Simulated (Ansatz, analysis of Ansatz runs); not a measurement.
**F centre in LiF: hyperfine coupling, PBE**

Aim: the hyperfine coupling of the F centre in LiF, to be set beside the measurement. Set-up: PBE, 64-site cell, measured lattice, 420 eV, k: the single point 1/4 1/4 1/4 then 2x2x2 shifted 0.5 0.5 0.5. The model is a cell of 64 host atoms with 1 F taken out. The isotropic coupling follows from the spin density at the nucleus, the nuclear g-factor and the total spin. The measured lattice removes the functional's error in the volume.

What was measured. 7Li, shell I: 39.06 MHz, by ENDOR (quoted in “F center in LiF: A quantum mechanical ab initio investigation of the hyperfine interaction between the unpaired electron at the vacancy and its first seven neighbors”, 2001, G. Mallia et al., quoting earlier work (1968)). 19F, shell II: 105.9 MHz, by ENDOR (quoted in “F center in LiF: A quantum mechanical ab initio investigation of the hyperfine interaction between the unpaired electron at the vacancy and its first seven neighbors”, 2001, G. Mallia et al., quoting earlier work (1968)). 7Li, shell III: 0.5 MHz, by ENDOR (quoted in “F center in LiF: A quantum mechanical ab initio investigation of the hyperfine interaction between the unpaired electron at the vacancy and its first seven neighbors”, 2001, G. Mallia et al., quoting earlier work (1968)). 19F, shell IV: 0.48 MHz, by ENDOR (quoted in “F center in LiF: A quantum mechanical ab initio investigation of the hyperfine interaction between the unpaired electron at the vacancy and its first seven neighbors”, 2001, G. Mallia et al., quoting earlier work (1968)). The calculation is set beside it at the end.

Method: plane-wave PAW DFT, PBE; relaxation of all atoms of a defect supercell, in Ansatz 0.2.0.

## 1. The structure

The cell holds 63 atoms: 32 Li and 31 F. Cell: a = 8.056 Å, b = 8.056 Å, c = 8.056 Å, α = 90.0°, β = 90.0°, γ = 90.0°. It derives from LiF (space group Fm-3m). Nearest the centre at fractional (0.250, 0.500, 0.500): Li12 at 2.01 Å, Li19 at 2.01 Å, Li25 at 2.01 Å, Li56 at 2.01 Å, Li28 at 2.01 Å, Li27 at 2.01 Å, F14 at 2.85 Å, F8 at 2.85 Å.

The host's primitive cell comes from a first run (plane-wave PAW DFT, PBE; relaxation of the host's atoms at the measured cell): vectors of 2.848, 2.848 and 2.848 Å. That is 8.17 Å³ an atom. The supercell is built on it.

## 2. Relaxation, charge 0

Every later number rests on the structure around the defect, so the atoms are relaxed at the host's lattice first.

File relax/input.yaml:

```yaml
relax:
  f_tol: 0.02
  max_steps: 80
  escape_saddle: false
crystal:
  lattice:
    - [8.056, 0.0, 0.0]
    - [0.0, 8.056, 0.0]
    - [0.0, 0.0, 8.056]
  atoms:
    - { symbol: Li, position: [0.0, 0.0, 0.0] }
    - { symbol: Li, position: [0.0, 0.25, 0.25] }
    - { symbol: Li, position: [0.25, 0.0, 0.25] }
    - { symbol: Li, position: [0.25, 0.25, 0.0] }
    - { symbol: F, position: [0.0, 0.0, 0.25] }
    - { symbol: F, position: [0.0, 0.25, 0.0] }
    - { symbol: F, position: [0.25, 0.0, 0.0] }
    - { symbol: F, position: [0.25, 0.25, 0.25] }
    - { symbol: Li, position: [0.0, 0.0, 0.5] }
    - { symbol: Li, position: [0.0, 0.25, 0.75] }
    - { symbol: Li, position: [0.25, 0.0, 0.75] }
    - { symbol: Li, position: [0.25, 0.25, 0.5] }
    - { symbol: F, position: [0.0, 0.0, 0.75] }
    - { symbol: F, position: [0.0, 0.25, 0.5] }
    - { symbol: F, position: [0.25, 0.0, 0.5] }
    - { symbol: F, position: [0.25, 0.25, 0.75] }
    - { symbol: Li, position: [0.0, 0.5, 0.0] }
    - { symbol: Li, position: [0.0, 0.75, 0.25] }
    - { symbol: Li, position: [0.25, 0.5, 0.25] }
    - { symbol: Li, position: [0.25, 0.75, 0.0] }
    - { symbol: F, position: [0.0, 0.5, 0.25] }
    - { symbol: F, position: [0.0, 0.75, 0.0] }
    - { symbol: F, position: [0.25, 0.5, 0.0] }
    - { symbol: F, position: [0.25, 0.75, 0.25] }
    - { symbol: Li, position: [0.0, 0.5, 0.5] }
    - { symbol: Li, position: [0.0, 0.75, 0.75] }
    - { symbol: Li, position: [0.25, 0.5, 0.75] }
    - { symbol: Li, position: [0.25, 0.75, 0.5] }
    - { symbol: F, position: [0.0, 0.5, 0.75] }
    - { symbol: F, position: [0.0, 0.75, 0.5] }
    - { symbol: F, position: [0.25, 0.75, 0.75] }
    - { symbol: Li, position: [0.5, 0.0, 0.0] }
    - { symbol: Li, position: [0.5, 0.25, 0.25] }
    - { symbol: Li, position: [0.75, 0.0, 0.25] }
    - { symbol: Li, position: [0.75, 0.25, 0.0] }
    - { symbol: F, position: [0.5, 0.0, 0.25] }
    - { symbol: F, position: [0.5, 0.25, 0.0] }
    - { symbol: F, position: [0.75, 0.0, 0.0] }
    - { symbol: F, position: [0.75, 0.25, 0.25] }
    - { symbol: Li, position: [0.5, 0.0, 0.5] }
    - { symbol: Li, position: [0.5, 0.25, 0.75] }
    - { symbol: Li, position: [0.75, 0.0, 0.75] }
    - { symbol: Li, position: [0.75, 0.25, 0.5] }
    - { symbol: F, position: [0.5, 0.0, 0.75] }
    - { symbol: F, position: [0.5, 0.25, 0.5] }
    - { symbol: F, position: [0.75, 0.0, 0.5] }
    - { symbol: F, position: [0.75, 0.25, 0.75] }
    - { symbol: Li, position: [0.5, 0.5, 0.0] }
    - { symbol: Li, position: [0.5, 0.75, 0.25] }
    - { symbol: Li, position: [0.75, 0.5, 0.25] }
    - { symbol: Li, position: [0.75, 0.75, 0.0] }
    - { symbol: F, position: [0.5, 0.5, 0.25] }
    - { symbol: F, position: [0.5, 0.75, 0.0] }
    - { symbol: F, position: [0.75, 0.5, 0.0] }
    - { symbol: F, position: [0.75, 0.75, 0.25] }
    - { symbol: Li, position: [0.5, 0.5, 0.5] }
    - { symbol: Li, position: [0.5, 0.75, 0.75] }
    - { symbol: Li, position: [0.75, 0.5, 0.75] }
    - { symbol: Li, position: [0.75, 0.75, 0.5] }
    - { symbol: F, position: [0.5, 0.5, 0.75] }
    - { symbol: F, position: [0.5, 0.75, 0.5] }
    - { symbol: F, position: [0.75, 0.5, 0.5] }
    - { symbol: F, position: [0.75, 0.75, 0.75] }
basis:
  ecutwfc: 420
  xc_grid: 2
hamiltonian:
  xc: pbe
kpoints:
  mp_grid: { grid: [1, 1, 1], shift: [0.25, 0.25, 0.25] }
magnetization:
  spin_polarized: true
  initial_magnetization: 1
  spin_locking: { lock_magnetization: hard }
scf:
  occupations: { method: fermi_dirac, width: 0.01 }
  max_iter: 120
output:
  forces: true
checkpoint:
  write: "../relax.run"
  compress: false
  write_wavefunctions: true
  write_every: 100000
```

On the command line:

```console
$ ansatz run input.yaml --threads 2 --pin off --max-ram 3768MiB --backend cpu --events-out ev --progress --plain --runs-dir out
```

Numbers of over 12 decimals in the logs are rounded to 6 here.

The log of the run:

```text
[... repeated set-up lines and file paths are left out, and long positions are rounded to six places ...]
Engine: ansatz 0.2.0, x86_64-unknown-linux-gnu
Pseudopotentials: kind: paw
Pseudopotential: Li, paw, valence charge 3, recommended cutoff 420 eV (normal), Li.paw.azcp
Pseudopotential: F, paw, valence charge 7, recommended cutoff 420 eV (normal), F.paw.azcp
Functional definition: PBE
  parameter kappa = 0.804
  parameter beta = 0.066725
  exchange = pbe_x(kappa = kappa, mu = beta*pi^2/3)
  correlation = pbe_c(beta = beta)
Crystal: 63 atoms, lattice volume = 522.827 Å³
Basis set: ecut = 420 eV, 10251 PW (Γ), exchange–correlation on 108×108×108 points (8 copies of the dense FFT grid, shifted against one another)
Bands: 220, of which v1, the nominal top of the filled ones, is band 157 counted from 1 (156 counted from 0)
Symmetry: 12 space group operations
k-points: 1
Non-local potential: Li, projectors of the file, l = 0: 3, l = 1: 2, l = 2: 1
Non-local potential: F, projectors of the file, l = 0: 2, l = 1: 2, l = 2: 1
PAW form: soft (Blöchl's): semilocal exchange-correlation on the pseudo side does not see the compensation charge
PAW one-centre angular grid: Li, 110 points (default); XC on 64 Gauss nodes
PAW one-centre angular grid: F, 110 points (default); XC on 64 Gauss nodes
Initial density: superposition of atomic densities (chi_scale 0.1, normalization cell, long waves kept (reshape's long-wave potential 0.36 eV rms))
Starting moments: Σ|m| = 1 μB on 63 of 63 sites
Initial wavefunctions: pseudopotential atomic-orbital guess
Functional: x = pbe(κ = 0.804, μ = 0.219515), c = pbe(β = 0.066725)
SCF iter   1: F=—  HF=-31704.738689 eV  |F-HF|=—  |Δ(HF+E_count)|=         —  Δρ=3.08e-2 (↑2.87e-2 ↓3.08e-2)  dr2=1.09e1  dr2_m=9.84e-2  M=1.000 μB ∫|m|=1.028 μB  β_m=0.30  ethr=3.10e-3  ⟨swp⟩=6.0  Hψ=1874  notcnv=0  defer=50
preconditioner: auto → Resta (q_TF=auto, 2.505 Å⁻¹)  ε∞=2.8  [insulator: Δε(μ)=4.054 eV  Ē_g=19.204 eV  σ=0.010 eV  W_gap=1.00  n_scr=146 (ndim 8)  ℏωp=25.6 eV  f_vac=0.000  D(μ)=0.00/eV (n_scr^D=0)  ε∞_Penn≈2.8]
spin=Collinear: Resta preconditioning applied to the charge; magnetization (m = ρ↑ − ρ↓) channel mixes plain (no charge-response kernel on spin).
SCF iter   2: F=—  HF=-31704.484715 eV  |F-HF|=—  |Δ(HF+E_count)|=   2.54e-1  Δρ=2.16e-2 (↑1.99e-2 ↓2.16e-2)  dr2=5.28e0  dr2_m=5.36e-2  M=1.000 μB ∫|m|=1.025 μB  β_m=0.61  ethr=3.10e-3  ⟨swp⟩=2.0  Hψ=515  notcnv=0  defer=119
SCF iter   3: F=—  HF=-31704.782690 eV  |F-HF|=—  |Δ(HF+E_count)|=   2.98e-1  Δρ=6.11e-3 (↑6.11e-3 ↓6.07e-3)  dr2=5.02e-1  dr2_m=9.97e-4  M=1.000 μB ∫|m|=1.025 μB  β_m=0.60  ethr=1.69e-3  ⟨swp⟩=4.0  Hψ=563  notcnv=0  defer=119
SCF iter   4: F=—  HF=-31704.752183 eV  |F-HF|=—  |Δ(HF+E_count)|=   3.05e-2  Δρ=1.27e-3 (↑1.16e-3 ↓1.27e-3)  dr2=1.51e-2  dr2_m=2.38e-4  M=1.000 μB ∫|m|=1.015 μB  β_m=0.80  ethr=1.60e-4  ⟨swp⟩=3.5  Hψ=669  notcnv=0  defer=110
SCF iter   5: F=—  HF=-31704.794759 eV  |F-HF|=—  |Δ(HF+E_count)|=   4.26e-2  Δρ=2.24e-4 (↑2.20e-4 ↓2.24e-4)  dr2=7.22e-4  dr2_m=3.45e-6  M=1.000 μB ∫|m|=1.013 μB  β_m=0.83  ethr=4.83e-6  ⟨swp⟩=3.5  Hψ=621  notcnv=0  defer=110
SCF iter   6: F=—  HF=-31704.795324 eV  |F-HF|=—  |Δ(HF+E_count)|=   5.65e-4  Δρ=1.44e-4 (↑1.44e-4 ↓1.42e-4)  dr2=2.34e-4  dr2_m=1.94e-7  M=1.000 μB ∫|m|=1.013 μB  β_m=0.70  ethr=2.31e-7  ⟨swp⟩=2.5  Hψ=713  notcnv=0  defer=110
SCF iter   7: F=—  HF=-31704.795270 eV  |F-HF|=—  |Δ(HF+E_count)|=   5.43e-5  Δρ=2.27e-5 (↑2.27e-5 ↓2.03e-5)  dr2=6.10e-6  dr2_m=1.36e-7  M=1.000 μB ∫|m|=1.013 μB  β_m=0.84  ethr=3.19e-9  ⟨swp⟩=2.0  Hψ=1265  notcnv=0
SCF iter   8: F=-31704.795272 eV  HF=-31704.795272 eV  |F-HF|=1.28e-7  |Δ(HF+E_count)|=   2.61e-6  Δρ=4.35e-6 (↑4.17e-6 ↓4.35e-6)  dr2=3.65e-7  dr2_m=2.66e-9  M=1.000 μB ∫|m|=1.013 μB  ethr=1.95e-9  ⟨swp⟩=3.0  Hψ=846  notcnv=0
SCF 1 converged in 8 iterations: F = -31704.795272 eV  dr2 = 3.65e-7
  greatest PAW one-centre occupation: 1.000 electrons in one spin orbital (limit 2), on the Li atom at site 26 (counted from 0), in its partial waves of l = 0
relax step   1: F+E_penalty+E_count = -31704.79527236 eV  Δ(F+E_penalty+E_count) = +0.000e0 eV  max|allowed force component| = 1.691e-1 eV/Å  Δτ_max = 0.0000 Å  (8 SCF iters, dr2 threshold 1.00e-5 eV, accepted)
[... the SCF cycles and remarks between the steps are left out from here to the last step ...]
relax step   2: F+E_penalty+E_count = -31704.80653914 eV  Δ(F+E_penalty+E_count) = -1.127e-2 eV  max|allowed force component| = 8.849e-2 eV/Å  Δτ_max = 0.0144 Å  (6 SCF iters, dr2 threshold 1.79e-6 eV, accepted)
relax step   3: F+E_penalty+E_count = -31704.81384342 eV  Δ(F+E_penalty+E_count) = -7.304e-3 eV  max|allowed force component| = 1.477e-2 eV/Å  Δτ_max = 0.0210 Å  (6 SCF iters, dr2 threshold 4.89e-7 eV, accepted)
iter 1 solved again at ethr=7.13e-11 eV; its pass at ethr=3.10e-3 eV (dr2=2.23e-7 eV) is discarded
SCF iter   1: F=—  HF=-31704.813844 eV  |F-HF|=—  |Δ(HF+E_count)|=         —  Δρ=4.54e-6 (↑4.54e-6 ↓4.32e-6)  dr2=2.26e-7  dr2_m=4.01e-10  M=1.000 μB ∫|m|=1.013 μB  β_m=0.30  ethr=7.13e-11  ⟨swp⟩=1.0  Hψ=1220  notcnv=0  defer=110
SCF iter   2: F=-31704.813844 eV  HF=-31704.813844 eV  |F-HF|=2.06e-8  |Δ(HF+E_count)|=   5.35e-8  Δρ=1.76e-6 (↑1.76e-6 ↓1.56e-6)  dr2=3.85e-8  dr2_m=2.56e-10  M=1.000 μB ∫|m|=1.013 μB  ethr=3.19e-11  ⟨swp⟩=1.0  Hψ=965  notcnv=0
SCF 4 converged in 2 iterations: F = -31704.813844 eV  dr2 = 3.85e-8
relax step   4: F+E_penalty+E_count = -31704.81384353 eV  Δ(F+E_penalty+E_count) = -1.067e-7 eV  max|allowed force component| = 1.477e-2 eV/Å  Δτ_max = 0.0000 Å  (2 SCF iters, accepted)
NSCF: frozen V_eff on 1 k-points
the band table was solved once a step of the walk had ended and its energy, with any forces and stress, was formed, with the checks that follow a solve (1957 applications of the Hamiltonian). They found nothing against the state; [...]
SCF converged after 2 iterations
Magnetization: 1.0000 μB (157.0000 up, 156.0000 down)
Absolute magnetization: 1.0130 μB (∫|ρ↑−ρ↓|, with the PAW one-centre terms)
Spin contamination: 0.0006 ħ² per cell (⟨S²⟩ above its minimum at these occupations)
Per-site moments (μB) at R_I (Å): [(1.8369456511031895e-5, 0.830711), (0.000102951, 0.830038), (0.000298437, 0.828740), [... 60 left out ...]
Free energy (F): -31704.813844 eV
Harris-Foulkes:  -31704.813844 eV  (|F-HF|=2.06e-8)
Internal energy: -31704.813844 eV  (E = F + TS)
E sigma→0 (E₀):  -31704.813844 eV
Fermi energy:    7.593793 (↑ 8.586673, ↓ 4.621922) eV
--- Per-component energies (eV) ---
  E_band       = -3771.792445
  E_kinetic    = 7172.119977
  E_local      = -20555.942606  (includes V_loc(G=0)·N_el)
  E_nonlocal   = 1218.607103
  E_hartree    = 7261.576781
  E_xc         = -2857.763106
  E_vxc        = -3665.944507  (∫ρ·V_xc dr)
  E_paw        = -6897.074950  (= ΣΔE_a)
  E_vpaw       = -2463.835635  (= ΣTr[D̂ρ^β])
  E_aug_tail   = 0.068663  (compensation charges beyond the density's cutoff)
  E_ewald      = -17046.405706
  E_smearing   = -0.000000  (= −TS)
  E_closure    = 0.000000  (closes the sum)
  Σ components = -31704.813844   (vs F -31704.813844, Δ=0.00e0)
--- Forces (eV/Å), atoms counted from 1 ---
  atom   1  Li    -0.00716691    -0.00002144    -0.00002144
  atom   2  Li     0.00559459     0.00559459     0.00559459
  [... 5 atoms left out ...]
  atom   8  F     -0.00000051    -0.00261959    -0.00261959
  [... 3 atoms left out ...]
  atom  12  Li    -0.00015246     0.00051559    -0.00015246
  [... 1 atom left out ...]
  atom  14  F     -0.00261959    -0.00261959    -0.00000051
  [... 4 atoms left out ...]
  atom  19  Li    -0.00015246    -0.00015246     0.00051559
  [... 4 atoms left out ...]
  atom  24  F     -0.00000000     0.00276953    -0.00276953
  atom  25  Li     0.00051559    -0.00015246    -0.00015246
  [... 1 atom left out ...]
  atom  27  Li     0.00015246     0.00015246    -0.00051559
  atom  28  Li     0.00015246    -0.00051559     0.00015246
  [... 2 atoms left out ...]
  atom  31  F      0.00000051     0.00261959     0.00261959
  [... 24 atoms left out ...]
  atom  56  Li    -0.00051559     0.00015246     0.00015246
  [... 7 atoms left out ...]
  max |Σ_I F_I| component: 5.11e-18 eV/Å
--- Band table (eV) ---
  k-point 0 ↑: bands = ["-40.0343", "-40.0185", "-40.0185", "-40.0110", [... 212 left out ...] "18.1240", "18.7533", "18.7533", "18.8686"]
  k-point 0 ↓: bands = ["-40.0331", "-40.0176", "-40.0176", "-40.0099", [... 212 left out ...] "18.3122", "18.7787", "18.7787", "18.8868"]
--- Relaxed structure (4 steps of the walk, 4 accepted, 0 SCFs on fresh bases) ---
  F+E_penalty+E_count = -31704.81384353 eV   max|allowed force component| = 1.477e-2 eV/Å
  atoms:
    - { symbol: Li, position: [1.9127328096191476e-5, 1.8496899914899036e-6, 1.8496899914898972e-6] }
    - { symbol: Li, position: [0.000205, 0.250205, 0.250205] }
    [... 5 atoms left out ...]
    - { symbol: F, position: [0.249980, 0.249399, 0.249399] }
    [... 3 atoms left out ...]
    - { symbol: Li, position: [0.249983, 0.245607, 0.499983] }
    [... 1 atom left out ...]
    - { symbol: F, position: [-0.000601, 0.249399, 0.499980] }
    [... 4 atoms left out ...]
    - { symbol: Li, position: [0.249983, 0.499983, 0.245607] }
    [... 4 atoms left out ...]
    - { symbol: F, position: [0.250000, 0.750606, 0.249394] }
    - { symbol: Li, position: [-0.004393, 0.499983, 0.499983] }
    [... 1 atom left out ...]
    - { symbol: Li, position: [0.250017, 0.500017, 0.754393] }
    - { symbol: Li, position: [0.250017, 0.754393, 0.500017] }
    [... 2 atoms left out ...]
    - { symbol: F, position: [0.250020, 0.750601, 0.750601] }
    [... 24 atoms left out ...]
    - { symbol: Li, position: [0.504393, 0.500017, 0.500017] }
    [... 7 atoms left out ...]
```

It took 27 s on 2 threads of Intel Xeon Platinum 8488C (Sapphire Rapids), shared host; peak memory 1.5 GiB.

[end of part 1 of 2]

[Logs are printed without paths, hosts, clocks, repeated set-up lines and the standing remarks that a program may print on its own settings, such as how far it seeks lower states.]

[Hosts, paths, dates, database ids (printed as entryN), source tags and the programs' standing remarks are cut or masked in the printed files.]

[For some hosts the program warned that the k-mesh of the response run may be too coarse for force constants and the static dielectric constant; such warnings are not shown here.]
